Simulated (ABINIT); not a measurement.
# AlInTe3 (Pm-3m): zone-centre phonons, part 2 of 3

Aim: the zone-centre modes of AlInTe3 (Pm-3m).

ABINIT 10.8.3; DFT LDA, scalar-relativistic, plane waves, HGH norm-conserving pseudopotentials.

So far. Step 4 (Relaxation): The volume changes by +0.0 % in this run and stands -2.3 % from the first cell. The relaxed cell has a = 5.294 Å (conventional setting).

The structure was built from a prototype and need not be the compound's stable phase.

### Step 6. Zone-centre response

At q = 0 one unit cell holds all displacements. The response is solved for single atoms along the cell's directions, and symmetry skips those that follow from others. The crystal is treated as a metal, which screens a static field, so no field response is asked.

File dfpt_gamma.abi:

```

# common to the responses
getwfk_filepath "gso_WFK"
kptopt 2
nqpt 1
qpt 0.0 0.0 0.0
asr 0
chneut 0

# displacements
rfphon 1
rfatpol 1 5
rfdir 1 1 1
tolvrs 1.0d-10
prtwf 0

# basis, mesh and filling
ecut 20.0
ixc 7
ngkpt 4 4 4
nshiftk 1
shiftk 0.0 0.0 0.0
istwfk *1
occopt 6
tsmear 0.01
nband 19
nstep 100
diemac 1000000.0
prtebands 0
prtgsr 0

# cell and atoms
acell 3*1.0 Angstrom
rprim 
    5.294201652 0.0 0.0
    0.0 5.294201652 0.0
    0.0 0.0 5.294201652
ntypat 3
znucl 49 13 52
natom 5
typat 1 2 3 3 3
xred 
    0.0 0.0 0.0
    0.5 0.5 0.5
    0.5 0.5 0.0
    0.5 0.0 0.5
    0.0 0.5 0.5
pp_dirpath "./pseudo"
pseudos "In.hgh, Al.hgh, Te.hgh"
```

On the command line:

```bash
$ OMP_NUM_THREADS=1 mpirun -n 4 abinit dfpt_gamma.abi > dfpt_gamma.log
```

Numbers of over 12 decimals in the logs are rounded to 6 here.

dfpt_gamma.abo, the main output file:

```text
[banners, grids, parts of the stress and lines that vanish by symmetry left out]
- input  file    -> dfpt_gamma.abi
- output file    -> dfpt_gamma.abo
- root for input  files -> dfpt_gammai
- root for output files -> dfpt_gammao

 Symmetries : space group Pm -3 m (#221); Bravais cP (primitive cubic)
================================================================================
 Values of the parameters that define the memory need of the present run (RF).
     intxc =       0      iscf =       7    lmnmax =       6     lnmax =       6
     mgfft =      45  mpssoang =       3    mqgrid =    3001     natom =       5
  nloc_mem =       1    nspden =       1   nspinor =       1    nsppol =       1
      nsym =      48    n1xccc =       0    ntypat =       3    occopt =       6
   xclevel =       1
-    mband =          19        mffmem =           1         mkmem =           9
-   mkqmem =           9        mk1mem =           9           mpw =        4337
      nfft =       91125          nkpt =          36
- my_mband =          19
================================================================================
================================================================================

--------------------------------------------------------------------------------
------------- Echo of variables that govern the present computation ------------
--------------------------------------------------------------------------------
-
- outvars: echo of selected default values
-   iomode0 =  0 , fftalg0 =312 , wfoptalg0 =  0
-
- outvars: echo of global parameters not present in the input file
-  max_nthreads =    1
-
 -outvars: echo values of preprocessed input variables
 [... echo left out ...]
================================================================================

 chkinp: Checking input parameters for consistency.

[...]
== DATASET  1 ==================================================================
-   mpi_nproc: 4, omp_nthreads: 1 (-1 if OMP is not activated)

--- !DatasetInfo
iteration_state: {dtset: 1, }
dimensions: {natom: 5, nkpt: 36, mband: 19, nsppol: 1, nspinor: 1, nspden: 1, mpw: 4337, }
cutoff_energies: {ecut:  20.0, pawecutdg:  -1.0, }
electrons: {nelect:   2.40000000E+01, charge:   0.00000000E+00, occopt:   6.00000000E+00, tsmear:   1.00000000E-02, }
meta: {optdriver: 1, rfphon: 1, }
...

 mkfilename: getwfk from: gso_WFK

 Exchange-correlation functional for the present dataset will be:
  LDA: Perdew-Wang 92 LSD fit to Ceperley-Alder data - ixc=7
 Citation for XC functional:
  J.P.Perdew and Y.Wang, PRB 45, 13244 (1992)

 Real(R)+Recip(G) space primitive vectors, cartesian coordinates (Bohr,Bohr^-1):
 R(1)= 10.0045912  0.0000000  0.0000000  G(1)=  0.0999541  0.0000000  0.0000000
 R(2)=  0.0000000 10.0045912  0.0000000  G(2)=  0.0000000  0.0999541  0.0000000
 R(3)=  0.0000000  0.0000000 10.0045912  G(3)=  0.0000000  0.0000000  0.0999541
 Unit cell volume ucvol=  1.0013780E+03 bohr^3
 Angles (23,13,12)=  9.00000000E+01  9.00000000E+01  9.00000000E+01 degrees
 setup1 : take into account q-point for computing boxcut.

 getcut: wavevector=  0.0000  0.0000  0.0000  ngfft=  45  45  45
         ecut(hartree)=     20.000   => boxcut(ratio)=   2.18461

--- Pseudopotential description ------------------------------------------------
- pspini: atom type   1  psp file is ./pseudo/In.hgh

- pspini: atom type   2  psp file is ./pseudo/Al.hgh

- pspini: atom type   3  psp file is ./pseudo/Te.hgh

   3.13442051E+03                                ecore*ucvol(ha*bohr**3)
--------------------------------------------------------------------------------

 ==>  initialize data related to q vector <==

 The list of irreducible perturbations for this q vector is:
    1)    idir= 1    ipert=   1
    2)    idir= 1    ipert=   2
    3)    idir= 1    ipert=   3
    4)    idir= 3    ipert=   3

[...]
The perturbation idir=   2  ipert=   1 is
 symmetric of a previously calculated perturbation.
 So, its SCF calculation is not needed.

 The perturbation idir=   3  ipert=   1 is
 symmetric of a previously calculated perturbation.
 So, its SCF calculation is not needed.

 The perturbation idir=   2  ipert=   2 is
 symmetric of a previously calculated perturbation.
 So, its SCF calculation is not needed.

 The perturbation idir=   3  ipert=   2 is
 symmetric of a previously calculated perturbation.
 So, its SCF calculation is not needed.

[...]
The perturbation idir=   2  ipert=   5 is
 symmetric of a previously calculated perturbation.
 So, its SCF calculation is not needed.

 The perturbation idir=   3  ipert=   5 is
 symmetric of a previously calculated perturbation.
 So, its SCF calculation is not needed.

--------------------------------------------------------------------------------
 Perturbation wavevector (in red.coord.)   0.000000  0.000000  0.000000
 Perturbation : displacement of atom   1   along direction   1
 Found     8 symmetries that leave the perturbation invariant.

[...]
dfpt_looppert : total number of electrons, from k and k+q
  fully or partially occupied states are    2.400000E+01 and    2.400000E+01.
 Initialisation of the first-order wave-functions :
  ireadwf=   0

--- !BeginCycle
iteration_state: {dtset: 1, }
solver: {iscf: 7, nstep: 100, nline: 4, wfoptalg: 0, }
tolerances: {tolvrs: 1.00E-10, }
...

     iter   2DEtotal(Ha)        deltaE(Ha) residm    vres2
-ETOT  1   20.238507086074     -3.918E+01 1.697E+00 7.737E+04
 ETOT  2  0.158348     -2.008E+01 1.803E-02 1.918E+03
 ETOT  3 -0.372739     -5.311E-01 2.922E-02 8.910E+01
 ETOT  4 -0.393494     -2.075E-02 6.228E-04 7.862E-01
 ETOT  5 -0.393664     -1.700E-04 4.615E-04 1.282E-03
[...]
At SCF step   10       vres2   =  8.27E-11 < tolvrs=  1.00E-10 =>converged.
[...]
Mean square residual over all n,k,spin=   30.597E-11; max=  60.691E-09

 Thirteen components of 2nd-order total energy (hartree) are
 1,2,3: 0th-order hamiltonian combined with 1st-order wavefunctions
     kin0=   5.39821620E+01 eigvalue=   1.53028700E+00  local=  -1.47270821E+01
 4,5,6: 1st-order hamiltonian combined with 1st and 0th-order wfs
 loc psp =  -4.67980094E+01  Hartree=   1.06630486E+01     xc=  -6.21185628E+00
 note that "loc psp" includes a xc core correction that could be resolved
 7,8,9: eventually, occupation + non-local contributions
    edocc=   5.95304618E+00     enl0=   8.62090830E+00   enl1=  -7.28230176E+01
 1-9 gives the relaxation energy (to be shifted if some occ is /=2.0)
   erelax=  -5.98105134E+01
 10,11,12 Non-relaxation  contributions : frozen-wavefunctions and Ewald
 fr.local=  -1.86102178E+00 fr.nonlo=   3.49006029E+01  Ewald=   2.63772680E+01
 13,14 Frozen wf xc core corrections (1) and (2)
 frxc 1  =   0.00000000E+00  frxc 2 =   0.00000000E+00
 Resulting in :
 2DEtotal=   -0.3936642594E+00 Ha. Also 2DEtotal=   -0.107121502139E+02 eV
    (2DErelax=   -5.9810513398E+01 Ha. 2DEnonrelax=    5.9416849138E+01 Ha)
    (  non-var. 2DEtotal :   -3.9366437978E-01 Ha)

[...]
Perturbation wavevector (in red.coord.)   0.000000  0.000000  0.000000
 Perturbation : displacement of atom   2   along direction   1
 Found     8 symmetries that leave the perturbation invariant.

[...]
dfpt_looppert : total number of electrons, from k and k+q
  fully or partially occupied states are    2.400000E+01 and    2.400000E+01.
 Initialisation of the first-order wave-functions :
  ireadwf=   0

--- !BeginCycle
iteration_state: {dtset: 1, }
solver: {iscf: 7, nstep: 100, nline: 4, wfoptalg: 0, }
tolerances: {tolvrs: 1.00E-10, }
...

     iter   2DEtotal(Ha)        deltaE(Ha) residm    vres2
-ETOT  1   65.426740047827     -2.957E+00 4.299E-01 1.947E+05
[...]
At SCF step   11       vres2   =  6.55E-12 < tolvrs=  1.00E-10 =>converged.
[...]
Mean square residual over all n,k,spin=   27.560E-11; max=  41.956E-09

 Thirteen components of 2nd-order total energy (hartree) are
 1,2,3: 0th-order hamiltonian combined with 1st-order wavefunctions
     kin0=   6.97047843E+01 eigvalue=   3.15149038E+00  local=  -6.55569909E+01
 4,5,6: 1st-order hamiltonian combined with 1st and 0th-order wfs
 loc psp =   2.89134680E+01  Hartree=   1.81108537E+01     xc=  -5.55884414E+00
 note that "loc psp" includes a xc core correction that could be resolved
 7,8,9: eventually, occupation + non-local contributions
    edocc=   3.59917498E+00     enl0=   3.98290158E+01   enl1=  -1.55472436E+02
 1-9 gives the relaxation energy (to be shifted if some occ is /=2.0)
   erelax=  -6.32794842E+01
 10,11,12 Non-relaxation  contributions : frozen-wavefunctions and Ewald
 fr.local=  -5.61069848E+01 fr.nonlo=   9.81133433E+01  Ewald=   2.63772680E+01
 13,14 Frozen wf xc core corrections (1) and (2)
 frxc 1  =   0.00000000E+00  frxc 2 =   0.00000000E+00
 Resulting in :
 2DEtotal=    0.5104142320E+01 Ha. Also 2DEtotal=    0.138890788134E+03 eV
    (2DErelax=   -6.3279484188E+01 Ha. 2DEnonrelax=    6.8383626509E+01 Ha)
    (  non-var. 2DEtotal :    5.1041423238E+00 Ha)

[...]
Perturbation wavevector (in red.coord.)   0.000000  0.000000  0.000000
 Perturbation : displacement of atom   3   along direction   1
 Found     4 symmetries that leave the perturbation invariant.

[...]
dfpt_looppert : total number of electrons, from k and k+q
  fully or partially occupied states are    2.400000E+01 and    2.400000E+01.
 Initialisation of the first-order wave-functions :
  ireadwf=   0

--- !BeginCycle
iteration_state: {dtset: 1, }
solver: {iscf: 7, nstep: 100, nline: 4, wfoptalg: 0, }
tolerances: {tolvrs: 1.00E-10, }
...

     iter   2DEtotal(Ha)        deltaE(Ha) residm    vres2
-ETOT  1   201.05623060116     -1.690E+02 2.431E+00 6.884E+05
[...]
At SCF step   11       vres2   =  1.46E-11 < tolvrs=  1.00E-10 =>converged.
[...]
Mean square residual over all n,k,spin=   22.546E-10; max=  50.681E-08

 Thirteen components of 2nd-order total energy (hartree) are
 1,2,3: 0th-order hamiltonian combined with 1st-order wavefunctions
     kin0=   3.08944415E+02 eigvalue=   1.46173152E+01  local=  -7.72381369E+01
 4,5,6: 1st-order hamiltonian combined with 1st and 0th-order wfs
 loc psp =  -4.52894717E+02  Hartree=   8.91830022E+01     xc=  -3.46398434E+01
 note that "loc psp" includes a xc core correction that could be resolved
 7,8,9: eventually, occupation + non-local contributions
    edocc=   1.60371055E+01     enl0=   5.35181533E+01   enl1=  -2.87949305E+02
 1-9 gives the relaxation energy (to be shifted if some occ is /=2.0)
   erelax=  -3.70422011E+02
 10,11,12 Non-relaxation  contributions : frozen-wavefunctions and Ewald
 fr.local=   2.15040425E+02 fr.nonlo=   1.44692886E+02  Ewald=   1.03593831E+01
 13,14 Frozen wf xc core corrections (1) and (2)
 frxc 1  =   0.00000000E+00  frxc 2 =   0.00000000E+00
 Resulting in :
 2DEtotal=   -0.3293160968E+00 Ha. Also 2DEtotal=   -0.896114750821E+01 eV
    (2DErelax=   -3.7042201088E+02 Ha. 2DEnonrelax=    3.7009269479E+02 Ha)
    (  non-var. 2DEtotal :   -3.2931621378E-01 Ha)

[...]
Perturbation wavevector (in red.coord.)   0.000000  0.000000  0.000000
 Perturbation : displacement of atom   3   along direction   3
 Found     8 symmetries that leave the perturbation invariant.

--------------------------------------------------------------------------------

--------------------------------------------------------------------------------

 dfpt_looppert : total number of electrons, from k and k+q
  fully or partially occupied states are    2.400000E+01 and    2.400000E+01.
 Initialisation of the first-order wave-functions :
  ireadwf=   0

--- !BeginCycle
iteration_state: {dtset: 1, }
solver: {iscf: 7, nstep: 100, nline: 4, wfoptalg: 0, }
tolerances: {tolvrs: 1.00E-10, }
...

     iter   2DEtotal(Ha)        deltaE(Ha) residm    vres2
-ETOT  1   295.46853738992     -9.396E+01 5.216E+00 9.234E+05
[...]
ETOT 10   8.776787     -2.711E-11 2.362E-06 1.074E-09
 ETOT 11   8.776787      1.785E-11 6.400E-07 2.952E-11

 At SCF step   11       vres2   =  2.95E-11 < tolvrs=  1.00E-10 =>converged.
[...]
Mean square residual over all n,k,spin=   22.915E-10; max=  64.005E-08

 Thirteen components of 2nd-order total energy (hartree) are
 1,2,3: 0th-order hamiltonian combined with 1st-order wavefunctions
     kin0=   3.01098111E+02 eigvalue=   1.60839424E+01  local=  -7.64482584E+01
 4,5,6: 1st-order hamiltonian combined with 1st and 0th-order wfs
 loc psp =  -4.65077770E+02  Hartree=   9.90088051E+01     xc=  -3.49543789E+01
 note that "loc psp" includes a xc core correction that could be resolved
 7,8,9: eventually, occupation + non-local contributions
    edocc=   2.40731167E+01     enl0=   5.17881237E+01   enl1=  -2.96221153E+02
 1-9 gives the relaxation energy (to be shifted if some occ is /=2.0)
   erelax=  -3.80649461E+02
 10,11,12 Non-relaxation  contributions : frozen-wavefunctions and Ewald
 fr.local=   1.26800174E+02 fr.nonlo=   1.47690319E+02  Ewald=   1.14935755E+02
 13,14 Frozen wf xc core corrections (1) and (2)
 frxc 1  =   0.00000000E+00  frxc 2 =   0.00000000E+00
 Resulting in :
 2DEtotal=    0.8776786611E+01 Ha. Also 2DEtotal=    0.238828530466E+03 eV
    (2DErelax=   -3.8064946132E+02 Ha. 2DEnonrelax=    3.8942624793E+02 Ha)
    (  non-var. 2DEtotal :    8.7767864907E+00 Ha)

[...]
---- first-order wavefunction calculations are completed ----

 ==> Compute Derivative Database <==

 [... matrices left out ...]
  Phonon wavevector (reduced coordinates) :  0.00000  0.00000  0.00000
 Phonon energies in Hartree :
  -2.400335E-04 -2.400335E-04 -2.400335E-04 -1.371911E-04 -1.371911E-04
  -1.371911E-04 -1.158776E-04 -1.158776E-04 -1.158776E-04 -1.423570E-06
  -1.423568E-06 -1.423563E-06  1.206888E-03  1.206888E-03  1.206888E-03
 Phonon frequencies in cm-1    :
- -5.268125E+01 -5.268125E+01 -5.268125E+01 -3.010997E+01 -3.010997E+01
- -3.010997E+01 -2.543219E+01 -2.543219E+01 -2.543219E+01 -3.124375E-01
- -3.124371E-01 -3.124361E-01  2.648813E+02  2.648813E+02  2.648813E+02

== END DATASET(S) ==============================================================
================================================================================

 -outvars: echo values of variables after computation
            acell      1.8897261259E+00  1.8897261259E+00  1.8897261259E+00 Bohr
           etotal      8.7767866108E+00
            fcart      0.0000000000E+00  0.0000000000E+00  0.0000000000E+00
           strten      0.0000000000E+00  0.0000000000E+00  0.0000000000E+00
================================================================================
```

Wall time 77 s (4 MPI ranks of Arm Neoverse V1, shared host).

Read from the output:

```yaml
largest_acoustic_frequency_at_the_zone_centre_before_the_sum_rule: -0.31 cm⁻¹
highest_optical_zone_centre_mode_no_lo_to_term: 264.9 cm⁻¹
lowest_optical_zone_centre_mode: -52.68 cm⁻¹
```

The acoustic modes at Γ come out as far as 0.3 cm⁻¹ from zero, where they should vanish, a small numerical error. The lowest optical mode is imaginary, 53i cm⁻¹, an instability at this level and on this k mesh.

[end of part 2 of 3]

[Host names and launcher messages were left out of these logs when they were recorded.]

[Logs are printed without paths, hosts, clocks, repeated set-up lines and the standing remarks that a program may print on its own settings, such as how far it seeks lower states.]

[Hosts, paths, dates, database ids (printed as entryN), source tags and the programs' standing remarks are cut or masked in the printed files.]
